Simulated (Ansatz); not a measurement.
**1T-IrSeTe bilayer (like faces together) in a perpendicular field**

Wanted: the out-of-plane response of the 1T-IrSeTe bilayer (like faces together). A positive field points along +c.

Calculated with Ansatz 0.2.0; plane-wave DFT, PBE-D3(BJ), Ansatz PAW.

Report form: the programs' logs are mostly left out.

**1. The structure**

The cell holds 6 atoms: 2 Te, 2 Ir and 2 Se. Its edges and angles: a = 3.685 Å, b = 3.685 Å, c = 48.806 Å, α = 90.0°, β = 90.0°, γ = 120.0°. Regions: layer 1: 1T-IrSeTe, 3 atoms (1 Te, 1 Ir and 1 Se); layer 2: 1T-IrSeTe, 3 atoms (1 Te, 1 Ir and 1 Se). Vacuum lies along c.

**2. Relaxing the slab**

The starting cell is a guess, so the in-plane lattice and the atoms are relaxed first, with the slab cut off from its images along the normal.

The input, input.yaml:

```yaml
crystal:
  lattice:
    - [3.685307, 0.0, 0.0]
    - [-1.8426535, 3.1915694827, 0.0]
    - [0.0, 0.0, 48.8056580363]
  atoms:
    - { symbol: Te, position: [0.6666666667, 0.3333333333, 0.4087640819] }
    - { symbol: Ir, position: [0.0, 0.0, 0.4417794008], spin: 1.0 }
    - { symbol: Se, position: [0.3333333333, 0.6666666667, 0.4682413871] }
    - { symbol: Te, position: [0.0, 0.0, 0.5912359181] }
    - { symbol: Ir, position: [0.3333333333, 0.6666666667, 0.5582205992], spin: 1.0 }
    - { symbol: Se, position: [0.6666666667, 0.3333333333, 0.5317586129] }
  periodic: [true, true, false]
magnetization:
  spin_polarized: true
kpoints:
  mp_grid: { grid: [12, 12, 1] }
hamiltonian:
  xc: pbe
  dispersion: d3bj
scf:
  occupations: { method: fermi_dirac, width: 0.05 }
  convergence: { dr2_threshold: 1.0e-09 }
relax:
  f_tol: 0.004
  max_steps: 90
  cell: {}
output:
  write_potential: true
  write_density: true
  volumetric_format: npy
```

Started as:

```bash
$ ansatz run input.yaml --threads 4 --pin off --max-ram 12288MiB --backend cpu --events-out ev --progress --plain --runs-dir out
```

Wall time 5.3 min (4 threads of Arm Neoverse V2, shared host); peak memory 1.6 GiB; 21 min of CPU time.

The steps of the relaxation:

```csv
step,energy less that of the first step (eV),largest force component (eV/Å),volume (Å³)
1,0.0000,0.2172,574.05
2,-0.0676,0.2142,577.80
3,-0.0715,0.2508,585.19
4,-0.0785,0.1490,582.82
5,-0.0799,0.1068,582.96
6,-0.0819,0.0136,585.63
7,-0.0821,0.0081,587.17
8,-0.0821,0.0007,586.95
9*,-0.0827,0.0007,586.95
```

Relaxation steps marked * repeat the geometry before them on a plane-wave basis chosen anew for their cell, so energy and pressure can jump there.

The run keeps the 6 symmetry operations that it works with, so distortions that break them were not tested.

```csv
cell as run,before,after,change
a (Å),3.685,3.726,+1.1 %
b (Å),3.685,3.726,+1.1 %
```

The atoms that moved most (Å, along periodic axes as changes of fractional coordinates times the final cell, across vacuum about the mean position):

```csv
atom,dx,dy,dz,length
Te4,0.000,0.000,-0.294,0.294
Te1,0.000,0.000,0.291,0.291
Ir2,0.000,0.000,0.250,0.250
Ir5,0.000,0.000,-0.242,0.242
Se6,0.000,0.000,-0.222,0.222
Se3,0.000,0.000,0.217,0.217
```

Final coordinates:

```xyz
6
Lattice="3.7265 0.0000 0.0000 -1.8632 3.2272 0.0000 0.0000 0.0000 48.8057" Properties=species:S:1:pos:R:3
Te    1.8632    1.0757   20.2413
Ir    0.0000    0.0000   21.8110
Se    0.0000    2.1515   23.0698
Te    0.0000    0.0000   28.5619
Ir    0.0000    2.1515   27.0021
Se    1.8632    1.0757   25.7309
```

This step gave:

```
energy at zero smearing : -48772.0452 eV
```

The lattice constant a goes from 3.685 to 3.726 Å.

**3. Atoms held, field 0, start network**

A sawtooth potential applies the field, turning back in the middle of the vacuum. With the dipole correction the typed value is the field outside the slab. The induced dipole is small, so the SCF threshold is tight.

The cell differs from the one that the last finished run ended in (c 48.806 → 26.321 Å).

The input, input.yaml:

```yaml
crystal:
  lattice:
    - [3.7264898123, 0.0, 0.0]
    - [-1.8632449062, 3.2272348444, 0.0]
    - [0.0, 0.0, 26.3206174528]
  atoms:
    - { symbol: Te, position: [0.6666666667, 0.3333333333, 0.3419372671] }
    - { symbol: Ir, position: [0.0, 0.0, 0.4015769515] }
    - { symbol: Se, position: [0.3333333333, 0.6666666667, 0.4494035825] }
    - { symbol: Te, position: [0.0, 0.0, 0.6580627329] }
    - { symbol: Ir, position: [0.3333333333, 0.6666666667, 0.5988006962] }
    - { symbol: Se, position: [0.6666666667, 0.3333333333, 0.5505044231] }
kpoints:
  mp_grid: { grid: [18, 18, 1] }
  band_path:
    path: [[0, 0, 0], [0.5, 0, 0], [0.33333333, 0.33333333, 0], [0, 0, 0]]
    npoints: 16
hamiltonian:
  xc: pbe
  dispersion: d3bj
scf:
  occupations: { method: fermi_dirac, width: 0.05 }
  convergence: { dr2_threshold: 1.0e-10 }
efield:
  axis: 3
  dipole_correction: true
  ramp_position: 0.97
  ramp_width: 0.06
  amplitude: 0
output:
  dos: { projected: true, e_range: [-6, 5] }
  bader: true
  write_potential: true
  write_density: true
  volumetric_format: npy
  elf: true
```

Elapsed: 40 s, on 4 threads; peak memory 1.1 GiB.

Numbers from this step:

* energy at zero smearing: -48772.0436 eV
* work function, upper face: 4.789 eV
* dipole along the normal: -0.001205 e·Å

Running mean over a fixed 2.8 Å (it still follows the layers) of the planar mean; the ramp of the sawtooth is left out. Electron's electrostatic potential energy less the Fermi level against z:

```csv
z (Å),electron's electrostatic potential energy less the Fermi level (eV)
3.5,4.77
4.0,4.77
4.5,4.77
5.0,4.76
5.5,4.75
6.0,4.67
6.5,4.39
7.0,3.41
7.5,2.26
8.0,1.28
8.5,-0.492
9.0,-2.86
9.5,-5.27
10.0,-6.51
10.5,-7.25
11.0,-7.23
11.5,-5.83
12.0,-3.31
12.5,-1.15
13.0,-0.325
13.5,-0.463
14.0,-1.73
14.5,-4.22
15.0,-6.47
15.5,-7.37
16.0,-6.97
16.5,-6.18
17.0,-4.53
17.5,-1.97
18.0,0.225
18.5,1.72
19.0,2.61
19.5,3.88
20.0,4.56
20.5,4.73
21.0,4.77
21.5,4.78
22.0,4.79
22.5,4.79
23.0,4.79
```

The density of states has structure finer than the step of the table below, so its rows give means over 0.2 eV, whole bins alone (the curve runs from -6 to 1.99 eV). Peaks (eV: height): -4.84: 10.5, -4.37: 12.9, -4.24: 17.9, -3.57: 12.4, -1.70: 9.64, -1.51: 11.4, -0.24: 9.80.

Density of states against energy, zero at the Fermi level; means over each step:

```csv
energy (eV),density of states (states/eV a cell)
-5.8,3.59
-5.6,3.38
-5.4,4.09
-5.2,3.18
-5.0,6.10
-4.8,8.47
-4.6,6.79
-4.4,9.56
-4.2,9.74
-4.0,3.93
-3.8,3.00
-3.6,8.67
-3.4,3.03
-3.2,4.10
-3.0,4.27
-2.8,3.65
-2.6,5.38
-2.4,5.09
-2.2,4.42
-2.0,5.44
-1.8,6.20
-1.6,7.00
-1.4,8.40
-1.2,5.06
-1.0,7.63
-0.8,6.21
-0.6,3.89
-0.4,5.34
-0.2,7.00
0.0,6.22
0.2,3.08
0.4,1.40
0.6,0.739
0.8,0.861
1.0,0.384
1.2,0.933
1.4,1.44
1.6,3.30
1.8,4.32
```

Projected DOS per atom over height of the atomic layer and energy from the Fermi level. Layers: Te Ir Se Se Ir Te from below.

Values in states/eV, 22 rows by 6 columns, each cell a mean:
```
0.55 0.79 0.56 0.50 0.73 0.53
0.26 0.41 0.23 0.25 0.45 0.30
0.09 0.10 0.09 0.10 0.13 0.10
0.16 0.11 0.15 0.14 0.10 0.14
0.39 0.25 0.30 0.29 0.23 0.33
0.85 1.13 0.80 0.81 1.12 0.82
0.60 1.44 0.61 0.62 1.54 0.62
0.71 1.31 0.71 0.63 1.40 0.63
0.61 1.80 0.59 0.69 2.02 0.69
0.46 2.80 0.44 0.46 2.63 0.54
0.86 1.73 0.33 0.40 1.68 0.88
0.84 1.05 0.52 0.53 1.01 0.84
0.70 1.51 0.43 0.41 1.42 0.62
0.55 1.05 0.42 0.48 1.02 0.46
0.42 0.73 0.37 0.48 0.84 0.48
0.92 1.52 0.80 0.75 1.18 0.87
0.57 0.84 0.67 0.39 0.94 0.65
0.98 2.35 1.47 1.77 2.77 0.95
1.10 1.52 1.26 1.16 1.34 1.19
0.69 0.89 0.84 0.80 0.82 0.66
0.32 0.59 0.87 0.85 0.56 0.29
0.47 0.57 0.67 0.65 0.56 0.46
```
Columns: height of the atomic layer (Å) from 9 to 17.3 (not evenly spaced); rows upwards: energy from the Fermi level (eV) from -5.96 to 1.96.

Electronic bands along the path, in eV, zero at the Fermi level:

```csv
point,band 47,band 48,band 49,band 50,band 51,band 52,band 53,band 54
Γ,0.03,0.27,0.27,0.42,3.24,3.24,3.49,3.49
halfway,-0.17,-0.13,0.13,0.21,1.48,2.27,2.63,2.98
M,-1.31,-1.24,-1.15,-1.11,2.59,2.71,2.74,3.14
halfway,-1.03,-0.99,-0.53,-0.35,1.71,1.82,2.66,2.88
K,-0.69,-0.63,-0.32,-0.26,1.29,1.35,2.46,2.79
halfway,-0.41,-0.33,-0.01,0.47,1.66,1.79,2.18,2.69
Γ,0.03,0.27,0.27,0.42,3.24,3.24,3.49,3.49
```

ELF in the ca plane at fractional y = 0.000, with atoms of Ir and Te within 0.2 Å of it. It is the smooth field of the valence electrons, not physical close to the nuclei.

Ten even steps from '0' (0.00) to '9' (0.87), each cell a mean:
```
00000000000000012357676431000000001443002689
00000000000001233335763332000011112355335799
00000000000134555543333443201244432346556786
00000000001367765553235666312567643334544432
00000000012578765542235676412678743333321100
00000000002467765543235676412577643333432210
00000000001246665543334555201356533345556664
00000000000012344434543332100123222355446798
00000000000000123346775321000000011354113699
00000000000000012367467431000000001342001689
```
Columns run along c (16.0 Å, from fractional 0.12 to 0.73 of the cell), rows up along a (3.7 Å). Atoms in or near the plane, at fractional coordinates: Ir at (0.40, 0.00), Te at (0.66, 0.00).

Valence density in the ca plane at fractional y = 0.000, with atoms of Ir and Te within 0.2 Å of it. It is the smooth field of the valence electrons, not physical close to the nuclei.

Values in units of 1e0 e/Å³, 6 rows by 16 columns, each cell a mean:
```
0.0 0.0 0.0 0.0 0.0 0.0 0.0 0.2 4.0 3.8 0.2 0.0 0.0 0.1 0.4 6.4
0.0 0.0 0.0 0.0 0.0 0.0 0.1 0.3 0.7 0.6 0.2 0.1 0.1 0.2 0.3 0.6
0.0 0.0 0.0 0.0 0.0 0.0 0.2 0.4 0.2 0.3 0.3 0.1 0.3 0.5 0.4 0.2
0.0 0.0 0.0 0.0 0.0 0.0 0.1 0.3 0.3 0.3 0.3 0.1 0.3 0.4 0.4 0.2
0.0 0.0 0.0 0.0 0.0 0.0 0.1 0.2 1.3 1.3 0.2 0.0 0.1 0.2 0.3 1.3
0.0 0.0 0.0 0.0 0.0 0.0 0.0 0.2 5.1 4.9 0.2 0.0 0.0 0.1 0.5 9.5
```
Columns run along c (16.0 Å, from fractional 0.07 to 0.68 of the cell), rows up along a (3.7 Å). Atoms in or near the plane, at fractional coordinates: Ir at (0.40, 0.00), Te at (0.66, 0.00).

Electrostatic potential energy in the ca plane at fractional y = 0.000, with atoms of Ir and Te within 0.2 Å of it. With pseudopotentials it is smooth inside the atoms' cores, unlike the true potential.

Ten even steps from '0' (-32 eV) to '9' (7 eV), each cell a mean:
```
99999999999999999720000699999999999856998479
99999999999999999851004899999999999874564589
99999999999999988886567899999999998887556899
99999999999999877788888888999988887888888999
99999999999999865789998778999887777788999999
99999999999999866789998888999987777788999999
99999999999999887888788889999988888888777899
99999999999999998874236899999999999875444689
99999999999999999830002799999999999864897479
99999999999999999710000699999999999857999579
```
Columns run along c (16.0 Å, from fractional 0.12 to 0.73 of the cell; values clipped at the 3rd and 97th percentile), rows up along a (3.7 Å). Atoms in or near the plane, at fractional coordinates: Ir at (0.40, 0.00), Te at (0.66, 0.00).

The work function of the upper face is 4.79 eV.

**4. Single point, field 0.1 V/Å**

input.yaml: that of step 3 with these lines changed.

```diff
@@ -26,8 +26,6 @@
   dipole_correction: true
-  ramp_position: 0.97
-  ramp_width: 0.06
-  amplitude: 0
+  ramp_position: 0.965
+  ramp_width: 0.0699
+  amplitude: 0.1
 output:
-  dos: { projected: true, e_range: [-6, 5] }
-  bader: true
   write_potential: true
@@ -35,2 +33 @@
   volumetric_format: npy
-  elf: true
```

The job ended after 30 s (4 threads; peak memory 1.1 GiB).

The dipole is 0.0726 e·Å, 0.0738 e·Å from its value without field.

**5. Atoms held, field -0.1 V/Å**

input.yaml: that of step 4 with these lines changed.

```diff
@@ -28,3 +28,3 @@
   ramp_width: 0.0699
-  amplitude: 0.1
+  amplitude: -0.1
 output:
```

Run time: 30 s. Hardware: 4 threads; peak memory 1.1 GiB.

The dipole is -0.0750 e·Å, -0.0738 e·Å from its value without field.

**6. Atoms held, field 0.5 V/Å**

input.yaml: that of step 5 with these lines changed.

```diff
@@ -26,5 +26,5 @@
   dipole_correction: true
-  ramp_position: 0.965
-  ramp_width: 0.0699
-  amplitude: -0.1
+  ramp_position: 0.903
+  ramp_width: 0.194
+  amplitude: 0.5
 output:
```

The job ended after 31 s (4 threads; peak memory 1.1 GiB).

The dipole is 0.368 e·Å, 0.369 e·Å from its value without field.

**7. Atoms held, field -0.3 V/Å**

input.yaml: that of step 6 with these lines changed.

```diff
@@ -26,6 +26,8 @@
   dipole_correction: true
-  ramp_position: 0.903
-  ramp_width: 0.194
-  amplitude: 0.5
+  ramp_position: 0.9623
+  ramp_width: 0.0754
+  amplitude: -0.3
 output:
+  dos: { projected: true, e_range: [-6, 5] }
+  bader: true
   write_potential: true
@@ -33 +35,2 @@
   volumetric_format: npy
+  elf: true
```

Elapsed: 42 s, on 4 threads; peak memory 1.1 GiB; 2.7 min of CPU time.

The dipole is -0.223 e·Å, -0.221 e·Å from its value without field.

**8. Response, atoms held**

This step: plane-wave DFT, PBE-D3(BJ), Ansatz PAW; response to a field along the normal, atoms held (Ansatz 0.2.0).

The dipoles give the slope, and the difference of two potentials shows where the field is screened.

This step gave:

```
equivalent conductor thickness p/(ε₀AE) : 11.10 Å
distance between the outer atoms        : 8.321 Å
```

Table of dipole of the cell by applied field:

```csv
applied field (V/Å),dipole of the cell (e·Å)
-0.300,-0.223
-0.100,-0.0750
0.000,-0.00120
0.100,0.0726
0.500,0.368
```

Local field over the applied field, running mean. From the potentials at -0.1 and 0.1 V/Å; running mean over 2.5 Å. Local field over applied field against z:

```csv
z (Å),local field over applied field
5,0.989
6,0.930
7,0.707
8,0.369
9,0.0965
10,0.0158
11,0.00592
12,7.8e-4
13,-0.00207
14,-0.00124
15,0.00611
16,0.00841
17,0.0572
18,0.265
19,0.602
20,0.881
21,0.979
22,0.997
```

Electrons, planar mean, per unit field. The induced electron density by z:

z (Å), induced electron density (e/Å³ per V/Å) and a bar from the least value:
```
      4.5    0.00002 ###############
      5.0    0.00005 ################
      5.5    0.00014 ################
      6.0    0.00036 #################
      6.5    0.00085 ###################
      7.0    0.00182 ########################
      7.5    0.00304 ##############################
      8.0    0.00276 #############################
      8.5    0.00098 ####################
      9.0    0.00085 ###################
      9.5    0.00038 #################
     10.0   -0.00056 #############
     10.5    0.00034 #################
     11.0   -0.00004 ###############
     11.5    0.00017 ################
     12.0   -0.00009 ###############
     12.5    0.00002 ###############
     13.0    0.00002 ###############
     13.5   -0.00002 ###############
     14.0    0.00005 ################
     14.5   -0.00002 ###############
     15.0   -0.00020 ##############
     15.5    0.00007 ################
     16.0    0.00012 ################
     16.5    0.00021 ################
     17.0   -0.00051 #############
     17.5   -0.00099 ###########
     18.0   -0.00138 #########
     18.5   -0.00316 
     19.0   -0.00265 ##
     19.5   -0.00141 ########
     20.0   -0.00063 ############
     20.5   -0.00026 ##############
     21.0   -0.00010 ###############
     21.5   -0.00004 ###############
     22.0   -0.00001 ###############
```

By hand: between -0.1 and 0.1 V/Å the dipole changes by 0.1475 e·Å, a slope of 0.7376 e·Å²/V. A perfect conductor of thickness t has p = ε₀AEt, so t = 180.95 × 0.7376 / 12.026 = 11.10 Å (e/ε₀ = 180.95 V·Å, A in Å²).

The induced dipole is that of a conductor 11.10 Å thick.

**9. Relaxing in the field, field 0.1 V/Å**

This step: plane-wave DFT, PBE-D3(BJ), Ansatz PAW (Ansatz 0.2.0).

Now the atoms may follow the field. A weak field makes forces of meV/Å to tens of meV/Å, so the force tolerance is set well below the usual one.

input.yaml, the sections that differ from step 7:

```yaml
kpoints:
  mp_grid: { grid: [12, 12, 1] }
efield:
  axis: 3
  dipole_correction: true
  ramp_position: 0.965
  ramp_width: 0.0699
  amplitude: 0.1
relax:
  f_tol: 0.001
  max_steps: 60
output:
  write_potential: true
  write_density: true
  volumetric_format: npy
# crystal, hamiltonian, scf: as in step 7
```

It took 19 s on 4 threads; peak memory 0.76 GiB.

Hardly anything moved in the relaxation; the energy changed by under 0.2 meV an atom.

Numbers from this step:

```
energy at zero smearing : -48772.0514 eV
dipole along the normal : 0.07241 e·Å
```

The relaxation took 3 steps and lowered the energy by 3.2e-6 eV; the largest force on the free atoms ends at 5.0e-4 eV/Å.

The dipole is 0.0724 e·Å, 0.0736 e·Å from its value without field.

**10. Relaxing in the field, field -0.1 V/Å**

The opposite sign, again from the field-free geometry; the difference of the two cancels what relaxes without a field.

input.yaml: that of step 9 with these lines changed.

```diff
@@ -25,3 +25,3 @@
   ramp_width: 0.0699
-  amplitude: 0.1
+  amplitude: -0.1
 relax:
```

It took 25 s on 4 threads; peak memory 0.75 GiB; 96 s of CPU time.

No atom moved by 0.005 Å in the relaxation.

Numbers from this step:

```yaml
energy_at_zero_smearing: -48772.0517 eV
dipole_along_the_normal: -0.07523 e·Å
```

The relaxation took 4 steps and lowered the energy by 3.4e-6 eV; the largest force on the free atoms ends at 3.0e-4 eV/Å.

The dipole is -0.0752 e·Å, -0.0740 e·Å from its value without field.

[end of part 1 of 2]

[Logs are printed without paths, hosts, clocks, repeated set-up lines and the standing remarks that a program may print on its own settings, such as how far it seeks lower states.]

[Hosts, paths, dates, database ids (printed as entryN), source tags and the programs' standing remarks are cut or masked in the printed files.]

[Maps of the electrostatic potential energy from Ansatz leave out the sawtooth potential of an applied field or a dipole correction, so their vacuum need not be flat; planar profiles and work functions include it.]
